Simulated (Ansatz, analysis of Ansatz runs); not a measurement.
# A hop of S in BaLa2S4 (I-42d), charge −2

How high is the barrier when S changes place in BaLa2S4 (I-42d)? The case: S_i by the interstitialcy path, charge −2, in a cell of 56 host atoms with 1 S put in.

Main program and level: Ansatz 0.2.0; plane-wave PAW DFT, PBEsol; nudged elastic band between two relaxed defect structures at fixed charge in a uniform background.

This is a report of a sequence of runs, with most program output left out.

## 1. Starting point

The cell holds 57 atoms: 8 Ba, 16 La and 33 S. Its edges and angles: a = 12.447 Å, b = 12.447 Å, c = 12.477 Å, α = 59.9°, β = 59.9°, γ = 60.2°. It derives from BaLa2S4 (space group I-42d). Nearest the centre at fractional (0.479, 0.366, 0.797): S57 at 1.24 Å, S42 at 1.25 Å, La11 at 2.49 Å, Ba3 at 2.58 Å, S46 at 2.60 Å, La17 at 2.68 Å, S27 at 3.28 Å, S34 at 3.35 Å. The cell carries charge −2.

The cell's shortest repeat is 12.4 Å.

## 2. Relaxation of the start point, charge −2

The ends come first: from an unrelaxed start the top is counted from too high an energy, and the barrier comes out too low. Small random displacements break the symmetry of the ideal sites, so that the defect can distort if it gains by it. The charge of −2 is set by the electron count, and a uniform background keeps the cell neutral.

File qm2.start/input.yaml:

```yaml
crystal:
  lattice:
    - [0.0, 8.82241616, 8.78013777]
    - [8.82241616, 0.0, 8.78013777]
    - [8.82241616, 8.82241616, 0.0]
  atoms:
    - { symbol: Ba, position: [0.125, 0.625, 0.375] }
    - { symbol: Ba, position: [0.375, 0.875, 0.625] }
    - { symbol: Ba, position: [0.625, 0.125, 0.875] }
    - { symbol: Ba, position: [0.875, 0.375, 0.125] }
    - { symbol: Ba, position: [0.0, 0.0, 0.5] }
    - { symbol: Ba, position: [0.25, 0.25, 0.75] }
    - { symbol: Ba, position: [0.5, 0.5, 0.0] }
    - { symbol: Ba, position: [0.75, 0.75, 0.25] }
[... 45 atom lines left out ...]
    - { symbol: S, position: [0.47151631, 0.71821553, 0.44915068] }
    - { symbol: S, position: [0.72151631, 0.96821553, 0.69915068] }
    - { symbol: S, position: [0.97151631, 0.21821553, 0.94915068] }
    - { symbol: S, position: [0.503885, 0.371115, 0.878885] }
total_charge: -2
basis:
  ecutwfc: 420
  xc_grid: 2
hamiltonian:
  xc: pbesol
kpoints:
  mp_grid: { grid: [1, 1, 1], shift: [0.25, 0.25, 0.25] }
scf:
  occupations: { method: fixed }
  max_iter: 120
output:
  forces: true
relax:
  f_tol: 0.02
  max_steps: 70
  random_displacement: { amplitude: 0.03, seed: 1122 }
```

Command:

```
$ ansatz run input.yaml --threads 32 --pin off --max-ram 84787MiB --backend cuda --events-out ev --progress --plain --runs-dir out --max-vram 78GiB
```

It took 4.2 s on 1 × NVIDIA GB200 with 32 threads of Arm Neoverse V2, shared host; peak memory 1.4 GiB.

Relaxation path:

| step | energy less that of the first step (eV) | largest force component (eV/Å) |
| --- | --- | --- |
| 1 | 0.0000 | 2.1182 |
| 2 | -1.4816 | 0.6557 |
| 3 | -1.7940 | 0.2246 |
| 4 | -1.8593 | 0.1054 |
| 5 | -1.8619 | 0.0384 |
| 6 | -1.8626 | 0.0176 |

The atoms that moved most (Å, from the sites as typed, ahead of the random displacement, the mean shift of all atoms taken out):

| atom | dx | dy | dz | length |
| --- | --- | --- | --- | --- |
| S42 | -0.181 | -0.310 | -0.038 | 0.361 |
| S46 | 0.175 | -0.296 | 0.054 | 0.348 |
| S27 | -0.129 | 0.246 | 0.186 | 0.334 |
| S34 | 0.130 | 0.237 | -0.192 | 0.332 |
| S38 | -0.081 | -0.137 | 0.003 | 0.159 |
| S49 | 0.075 | -0.135 | -0.011 | 0.154 |
| S56 | 0.014 | 0.132 | 0.023 | 0.135 |
| S31 | -0.023 | 0.129 | -0.029 | 0.134 |

Neighbours of S57 at the end:

| atom | distance (Å) |
| --- | --- |
| La11 | 2.672 |
| La17 | 2.676 |
| Ba3 | 2.784 |
| Ba7 | 2.787 |
| S34 | 2.821 |
| S27 | 2.825 |
| S46 | 2.831 |
| S42 | 2.836 |

Read from the output:

```yaml
free_energy: -174784.4345 eV
r_m_s_move_of_the_farther_half_of_the_atoms: 0.05299 Å
largest_move_from_the_ideal_geometry_of_this_structure_a_common_shift_of_the_far_atoms_taken_out: 0.3610 Å
```

The relaxation gained 1.863 eV and ended with a largest force component of 0.018 eV/Å.

## 3. Relaxation of the end point, charge −2

The end point is relaxed in the same cell and settings, so that the two energies compare. Atoms more than 3.2 Å from the middle of the hop start where the first relaxation left them, the nearer ones on or close to their ideal places, with small random displacements.

File qm2.end/input.yaml:

```yaml
crystal:
  lattice:
    - [0.0, 8.82241616, 8.78013777]
    - [8.82241616, 0.0, 8.78013777]
    - [8.82241616, 8.82241616, 0.0]
  atoms:
    - { symbol: Ba, position: [0.12220992, 0.62639398, 0.37282634] }
    - { symbol: Ba, position: [0.37391122, 0.87701762, 0.62240786] }
    - { symbol: Ba, position: [0.625, 0.125, 0.875] }
[... 7 atom lines left out ...]
    - { symbol: La, position: [0.62368136, 0.50131864, 0.62631864] }
[... 2 atom lines left out ...]
    - { symbol: La, position: [0.24414812, 0.63086451, 0.6192133] }
[... 2 atom lines left out ...]
    - { symbol: La, position: [0.25131864, 0.37368136, -0.00131864] }
[... 5 atom lines left out ...]
    - { symbol: La, position: [0.62402019, 0.2516349, 0.49835215] }
[... 3 atom lines left out ...]
    - { symbol: S, position: [0.76743331, 0.31375696, 0.83858973] }
[... 4 atom lines left out ...]
    - { symbol: S, position: [0.82255619, 0.23737091, 0.59430391] }
[... 1 atom line left out ...]
    - { symbol: S, position: [0.46284307, 0.20477609, 0.1422032] }
[... 7 atom lines left out ...]
    - { symbol: S, position: [0.4961, 0.1289, 0.7539] }
[... 3 atom lines left out ...]
    - { symbol: S, position: [0.34321553, 0.59651631, 0.82415068] }
[... 3 atom lines left out ...]
    - { symbol: S, position: [0.34803315, 0.09284844, 0.98434672] }
[... 6 atom lines left out ...]
    - { symbol: S, position: [0.453389, 0.360562, 0.716005] }
total_charge: -2
basis:
  ecutwfc: 420
  xc_grid: 2
hamiltonian:
  xc: pbesol
kpoints:
  mp_grid: { grid: [1, 1, 1], shift: [0.25, 0.25, 0.25] }
scf:
  occupations: { method: fixed }
  max_iter: 120
output:
  forces: true
relax:
  f_tol: 0.02
  max_steps: 70
  random_displacement: { amplitude: 0.01, seed: 1122 }
```

Run time: 4.4 s. Hardware: 1 × NVIDIA GB200 with 32 threads; peak memory 1.4 GiB; 18 s of CPU time.

Relaxation path:

| step | energy less that of the first step (eV) | largest force component (eV/Å) |
| --- | --- | --- |
| 1 | 0.0000 | 1.9232 |
| 2 | -2.1004 | 0.7685 |
| 3 | -2.6820 | 0.1842 |
| 4 | -2.6988 | 0.2265 |
| 5 | -2.7119 | 0.0341 |
| 6 | -2.7120 | 0.0282 |
| 7 | -2.7123 | 0.0181 |

The atoms that moved most (Å, from the sites as typed, ahead of the random displacement):

| atom | dx | dy | dz | length |
| --- | --- | --- | --- | --- |
| S26 | -0.322 | -0.179 | -0.019 | 0.369 |
| S50 | 0.250 | 0.137 | -0.207 | 0.352 |
| S55 | -0.271 | 0.208 | 0.063 | 0.347 |
| S57 | 0.273 | -0.146 | 0.152 | 0.345 |
| S34 | -0.075 | -0.254 | 0.215 | 0.341 |
| S27 | 0.143 | -0.220 | -0.172 | 0.314 |
| S31 | -0.113 | -0.200 | 0.036 | 0.232 |
| S36 | -0.136 | 0.091 | -0.044 | 0.169 |

Neighbours of S57 at the end:

| atom | distance (Å) |
| --- | --- |
| La11 | 2.740 |
| La14 | 2.819 |
| S42 | 2.823 |
| S46 | 3.059 |
| La17 | 3.121 |
| La23 | 3.202 |
| S38 | 3.293 |
| Ba3 | 3.336 |
| Ba6 | 3.388 |

This step gave:

- free energy: -174784.4344 eV
- r.m.s. move of the farther half of the atoms: 0.04864 Å
- largest move from the ideal geometry of this structure, a common shift of the far atoms taken out: 0.3595 Å

The relaxation gained 2.712 eV and ended with a largest force component of 0.018 eV/Å. The end lies within 1 meV of the start.

## 4. Nudged elastic band, charge −2

5 movable images are laid between the ends on a pair-potential path, which keeps atoms from colliding in the first guess. Each image feels the true force across the path and a spring force along it. The highest image is set to climb to the top of the path.

This step: plane-wave PAW DFT, PBEsol; nudged elastic band between two relaxed defect structures at fixed charge in a uniform background.

File qm2.neb/input.yaml:

```yaml
crystal:
  lattice:
    - [0.0, 8.82241616, 8.78013777]
    - [8.82241616, 0.0, 8.78013777]
    - [8.82241616, 8.82241616, 0.0]
  atoms:
    - { symbol: Ba, position: [0.12271926, 0.62646914, 0.37314675] }
    - { symbol: Ba, position: [0.37442057, 0.87709278, 0.62272828] }
    - { symbol: Ba, position: [0.63167903, 0.11392431, 0.877456] }
    - { symbol: Ba, position: [0.87835793, 0.37485267, 0.1239045] }
    - { symbol: Ba, position: [-0.0015105, 0.00328654, 0.49796278] }
    - { symbol: Ba, position: [0.24817382, 0.25148322, 0.7486518] }
    - { symbol: Ba, position: [0.50139928, 0.50262239, 0.00643364] }
    - { symbol: Ba, position: [0.75004982, 0.74775597, 0.2526599] }
    - { symbol: La, position: [0.12591249, 1.00090896, 0.12675636] }
    - { symbol: La, position: [0.37349063, 0.25037717, 0.37863384] }
    - { symbol: La, position: [0.61937457, 0.49970393, 0.62816616] }
    - { symbol: La, position: [0.87333098, 0.75300721, 0.87630775] }
    - { symbol: La, position: [-0.001374, 0.37658033, 0.37363867] }
    - { symbol: La, position: [0.24465747, 0.63093967, 0.61953371] }
    - { symbol: La, position: [0.49804594, 0.87731664, 0.87287973] }
    - { symbol: La, position: [0.75200961, 0.12322114, 0.12666833] }
    - { symbol: La, position: [0.2529983, 0.37792731, -0.00503036] }
    - { symbol: La, position: [0.50128865, 0.62336444, 0.24784256] }
    - { symbol: La, position: [0.75160871, 0.87251521, 0.50034681] }
    - { symbol: La, position: [1.00395343, 0.1232882, 0.74864864] }
    - { symbol: La, position: [0.12464098, 0.75067711, 0.99853494] }
    - { symbol: La, position: [0.37630504, -0.0025464, 0.25312643] }
    - { symbol: La, position: [0.62452954, 0.25171007, 0.49867256] }
    - { symbol: La, position: [0.87793101, 0.499201, 0.7510305] }
    - { symbol: S, position: [0.23420192, 0.8222555, 0.3449541] }
    - { symbol: S, position: [0.48523625, 0.07348522, 0.59505475] }
    - { symbol: S, position: [0.76794266, 0.31383212, 0.83891014] }
    - { symbol: S, position: [0.98388451, 0.57552764, 0.09334238] }
    - { symbol: S, position: [0.07143557, 0.48942618, 0.84459922] }
    - { symbol: S, position: [0.32214379, 0.73954919, 0.09631314] }
    - { symbol: S, position: [0.58105863, 0.97622561, 0.35386739] }
    - { symbol: S, position: [0.82306554, 0.23744607, 0.59462432] }
    - { symbol: S, position: [0.22125395, 0.97140963, 0.85912148] }
    - { symbol: S, position: [0.46335241, 0.20485125, 0.14252362] }
    - { symbol: S, position: [0.71867451, 0.4724371, 0.35773335] }
    - { symbol: S, position: [0.96931592, 0.72429677, 0.60883777] }
    - { symbol: S, position: [0.1124159, 0.1981251, 0.22191606] }
    - { symbol: S, position: [0.35812546, 0.45283047, 0.45864238] }
    - { symbol: S, position: [0.60989214, 0.69887671, 0.72420259] }
    - { symbol: S, position: [0.86181899, 0.94524195, 0.97658147] }
    - { symbol: S, position: [0.19684464, 0.11233572, 0.46953491] }
    - { symbol: S, position: [0.43965277, 0.36665766, 0.69222682] }
    - { symbol: S, position: [0.70008015, 0.6123143, 0.96847328] }
    - { symbol: S, position: [0.94838019, 0.86201479, 0.21959844] }
    - { symbol: S, position: [0.09475812, 0.34706352, 0.5717229] }
    - { symbol: S, position: [0.31959423, 0.62659559, 0.81389178] }
    - { symbol: S, position: [0.59388143, 0.84447326, 0.07558859] }
    - { symbol: S, position: [0.84616972, 0.09490974, 0.32296576] }
    - { symbol: S, position: [0.08400839, 0.85480418, 0.733017] }
    - { symbol: S, position: [0.3485425, 0.0929236, 0.98466714] }
    - { symbol: S, position: [0.60225783, 0.34026841, 0.23596304] }
    - { symbol: S, position: [0.84610961, 0.5930453, 0.48770701] }
    - { symbol: S, position: [0.22009157, 0.46998108, 0.19829035] }
    - { symbol: S, position: [0.47031047, 0.719513, 0.44624187] }
    - { symbol: S, position: [0.72110447, 0.96796376, 0.69706755] }
    - { symbol: S, position: [0.97951446, 0.21316839, 0.95577691] }
    - { symbol: S, position: [0.50340503, 0.37158096, 0.87803805] }
total_charge: -2
basis:
  ecutwfc: 420
  xc_grid: 2
hamiltonian:
  xc: pbesol
kpoints:
  mp_grid: { grid: [1, 1, 1], shift: [0.25, 0.25, 0.25] }
scf:
  occupations: { method: fixed }
  max_iter: 120
output:
  forces: true
neb:
  images: 5
  f_tol: 0.04
  climbing: true
  initial_path: idpp
  max_iterations: 45
  order_check: false
  final_atoms:
    - { symbol: Ba, position: [0.12748921, 0.6244031, 0.37481009] }
    - { symbol: Ba, position: [0.3757053, 0.8741642, 0.62551983] }
    - { symbol: Ba, position: [0.62709087, 0.12730024, 0.88323503] }
[... 7 atom lines left out ...]
    - { symbol: La, position: [0.62357882, 0.50386259, 0.62770917] }
[... 2 atom lines left out ...]
    - { symbol: La, position: [0.24752338, 0.63003665, 0.62534026] }
[... 2 atom lines left out ...]
    - { symbol: La, position: [0.24767145, 0.37795355, 0.00339918] }
[... 5 atom lines left out ...]
    - { symbol: La, position: [0.62417489, 0.2453537, 0.50472316] }
[... 3 atom lines left out ...]
    - { symbol: S, position: [0.73656031, 0.32570342, 0.84548023] }
[... 4 atom lines left out ...]
    - { symbol: S, position: [0.82331389, 0.23593576, 0.60084412] }
[... 1 atom line left out ...]
    - { symbol: S, position: [0.46442673, 0.22832996, 0.11285487] }
[... 7 atom lines left out ...]
    - { symbol: S, position: [0.49589295, 0.12981047, 0.75472019] }
[... 3 atom lines left out ...]
    - { symbol: S, position: [0.3370066, 0.60544646, 0.83316591] }
[... 3 atom lines left out ...]
    - { symbol: S, position: [0.32934036, 0.08859357, 1.01959508] }
[... 6 atom lines left out ...]
    - { symbol: S, position: [0.43777074, 0.39414601, 0.71603844] }
```

It took 22 s on 1 × NVIDIA GB200 with 32 threads; peak memory 2.5 GiB.

Images along the path:

| image | path (Å) | energy (eV) | S42: x, y, z (Å) |
| --- | --- | --- | --- |
| 0 | 0.000 | 0.0000 | 9.342, 9.986, 7.080 |
| 1 | 0.746 | 0.3010 | 9.060, 10.100, 6.944 |
| 2 | 1.492 | 0.8440 | 8.739, 10.317, 6.650 |
| 3 | 2.238 | 1.1830 | 8.415, 10.570, 6.254 |
| 4 | 2.965 | 0.8310 | 8.139, 10.772, 5.881 |
| 5 | 3.692 | 0.2860 | 7.935, 10.913, 5.654 |
| 6 | 4.419 | 0.0010 | 7.804, 11.033, 5.494 |

Numbers from this step:

```yaml
free_energy: -174783.2522 eV
barrier_forward: 1.182 eV
barrier_backward: 1.182 eV
end_less_start: 1.52e-4 eV
hop_length: 2.385 Å
```

Track of the atom that was set to move:

| image | x (Å) | y (Å) | z (Å) | nearest neighbour | distance (Å) |
| --- | --- | --- | --- | --- | --- |
| 0 | 11.03 | 12.19 | 7.682 | La | 2.673 |
| 1 | 10.98 | 11.85 | 7.748 | La | 2.615 |
| 2 | 10.89 | 11.45 | 7.769 | La | 2.572 |
| 3 | 10.7 | 11.15 | 7.722 | La | 2.577 |
| 4 | 10.41 | 10.81 | 7.62 | La | 2.602 |
| 5 | 10.08 | 10.44 | 7.451 | La | 2.672 |
| 6 | 9.795 | 10.18 | 7.304 | La | 2.74 |

The band met its tolerance of 0.04 eV/Å after 10 iterations, with image 3 on top (the start counts as 0). S42, which moves farthest between the ends, has 3 La at 2.79 to 2.99 Å, 2 S at 2.84 to 3.07 Å and 1 Ba at 2.99 Å nearest at the start and 1 La at 2.56 Å, 2 Ba at 2.74 to 2.79 Å and 1 S at 2.77 Å at the top.

## 5. Single point at the start point, PBEsol, denser k-mesh

Three single points on a mesh of more k-points (start, top, end) test the sampling. The start is shown; top and end are run alike.

This step: plane-wave PAW DFT, PBEsol; single point of a defect supercell on a structure of the PBEsol path.

File qm2.start.mesh/input.yaml:

```yaml
crystal:
  lattice:
    - [0.0, 8.82241616, 8.78013777]
    - [8.82241616, 0.0, 8.78013777]
    - [8.82241616, 8.82241616, 0.0]
  atoms:
    - { symbol: Ba, position: [0.12271926, 0.62646914, 0.37314675] }
    - { symbol: Ba, position: [0.37442057, 0.87709278, 0.62272828] }
    - { symbol: Ba, position: [0.63167903, 0.11392431, 0.877456] }
[... 7 atom lines left out ...]
    - { symbol: La, position: [0.61937457, 0.49970393, 0.62816616] }
[... 2 atom lines left out ...]
    - { symbol: La, position: [0.24465747, 0.63093967, 0.61953371] }
[... 2 atom lines left out ...]
    - { symbol: La, position: [0.2529983, 0.37792731, -0.00503036] }
[... 5 atom lines left out ...]
    - { symbol: La, position: [0.62452954, 0.25171007, 0.49867256] }
[... 3 atom lines left out ...]
    - { symbol: S, position: [0.76794266, 0.31383212, 0.83891014] }
[... 4 atom lines left out ...]
    - { symbol: S, position: [0.82306554, 0.23744607, 0.59462432] }
[... 1 atom line left out ...]
    - { symbol: S, position: [0.46335241, 0.20485125, 0.14252362] }
[... 7 atom lines left out ...]
    - { symbol: S, position: [0.43965277, 0.36665766, 0.69222682] }
[... 3 atom lines left out ...]
    - { symbol: S, position: [0.31959423, 0.62659559, 0.81389178] }
[... 3 atom lines left out ...]
    - { symbol: S, position: [0.3485425, 0.0929236, 0.98466714] }
[... 6 atom lines left out ...]
    - { symbol: S, position: [0.50340503, 0.37158096, 0.87803805] }
total_charge: -2
basis:
  ecutwfc: 420
  xc_grid: 2
hamiltonian:
  xc: pbesol
kpoints:
  mp_grid: { grid: [2, 2, 2], shift: [0.5, 0.5, 0.5] }
scf:
  occupations: { method: fixed }
  max_iter: 120
output:
  forces: true
  eigenvalues: true
checkpoint:
  write: "../qm2.start.mesh.run"
  compress: false
  write_wavefunctions: false
  write_every: 100000
```

The job ended after 2.7 s (1 × NVIDIA GB200 with 32 threads; peak memory 1.4 GiB; 7.2 s of CPU time).

Read from the output:

```yaml
free_energy: -174784.6074 eV
```

(Continued in part 2 of 2.)

[Logs are printed without paths, hosts, clocks, repeated set-up lines and the standing remarks that a program may print on its own settings, such as how far it seeks lower states.]

[Hosts, paths, dates, database ids (printed as entryN), source tags and the programs' standing remarks are cut or masked in the printed files.]
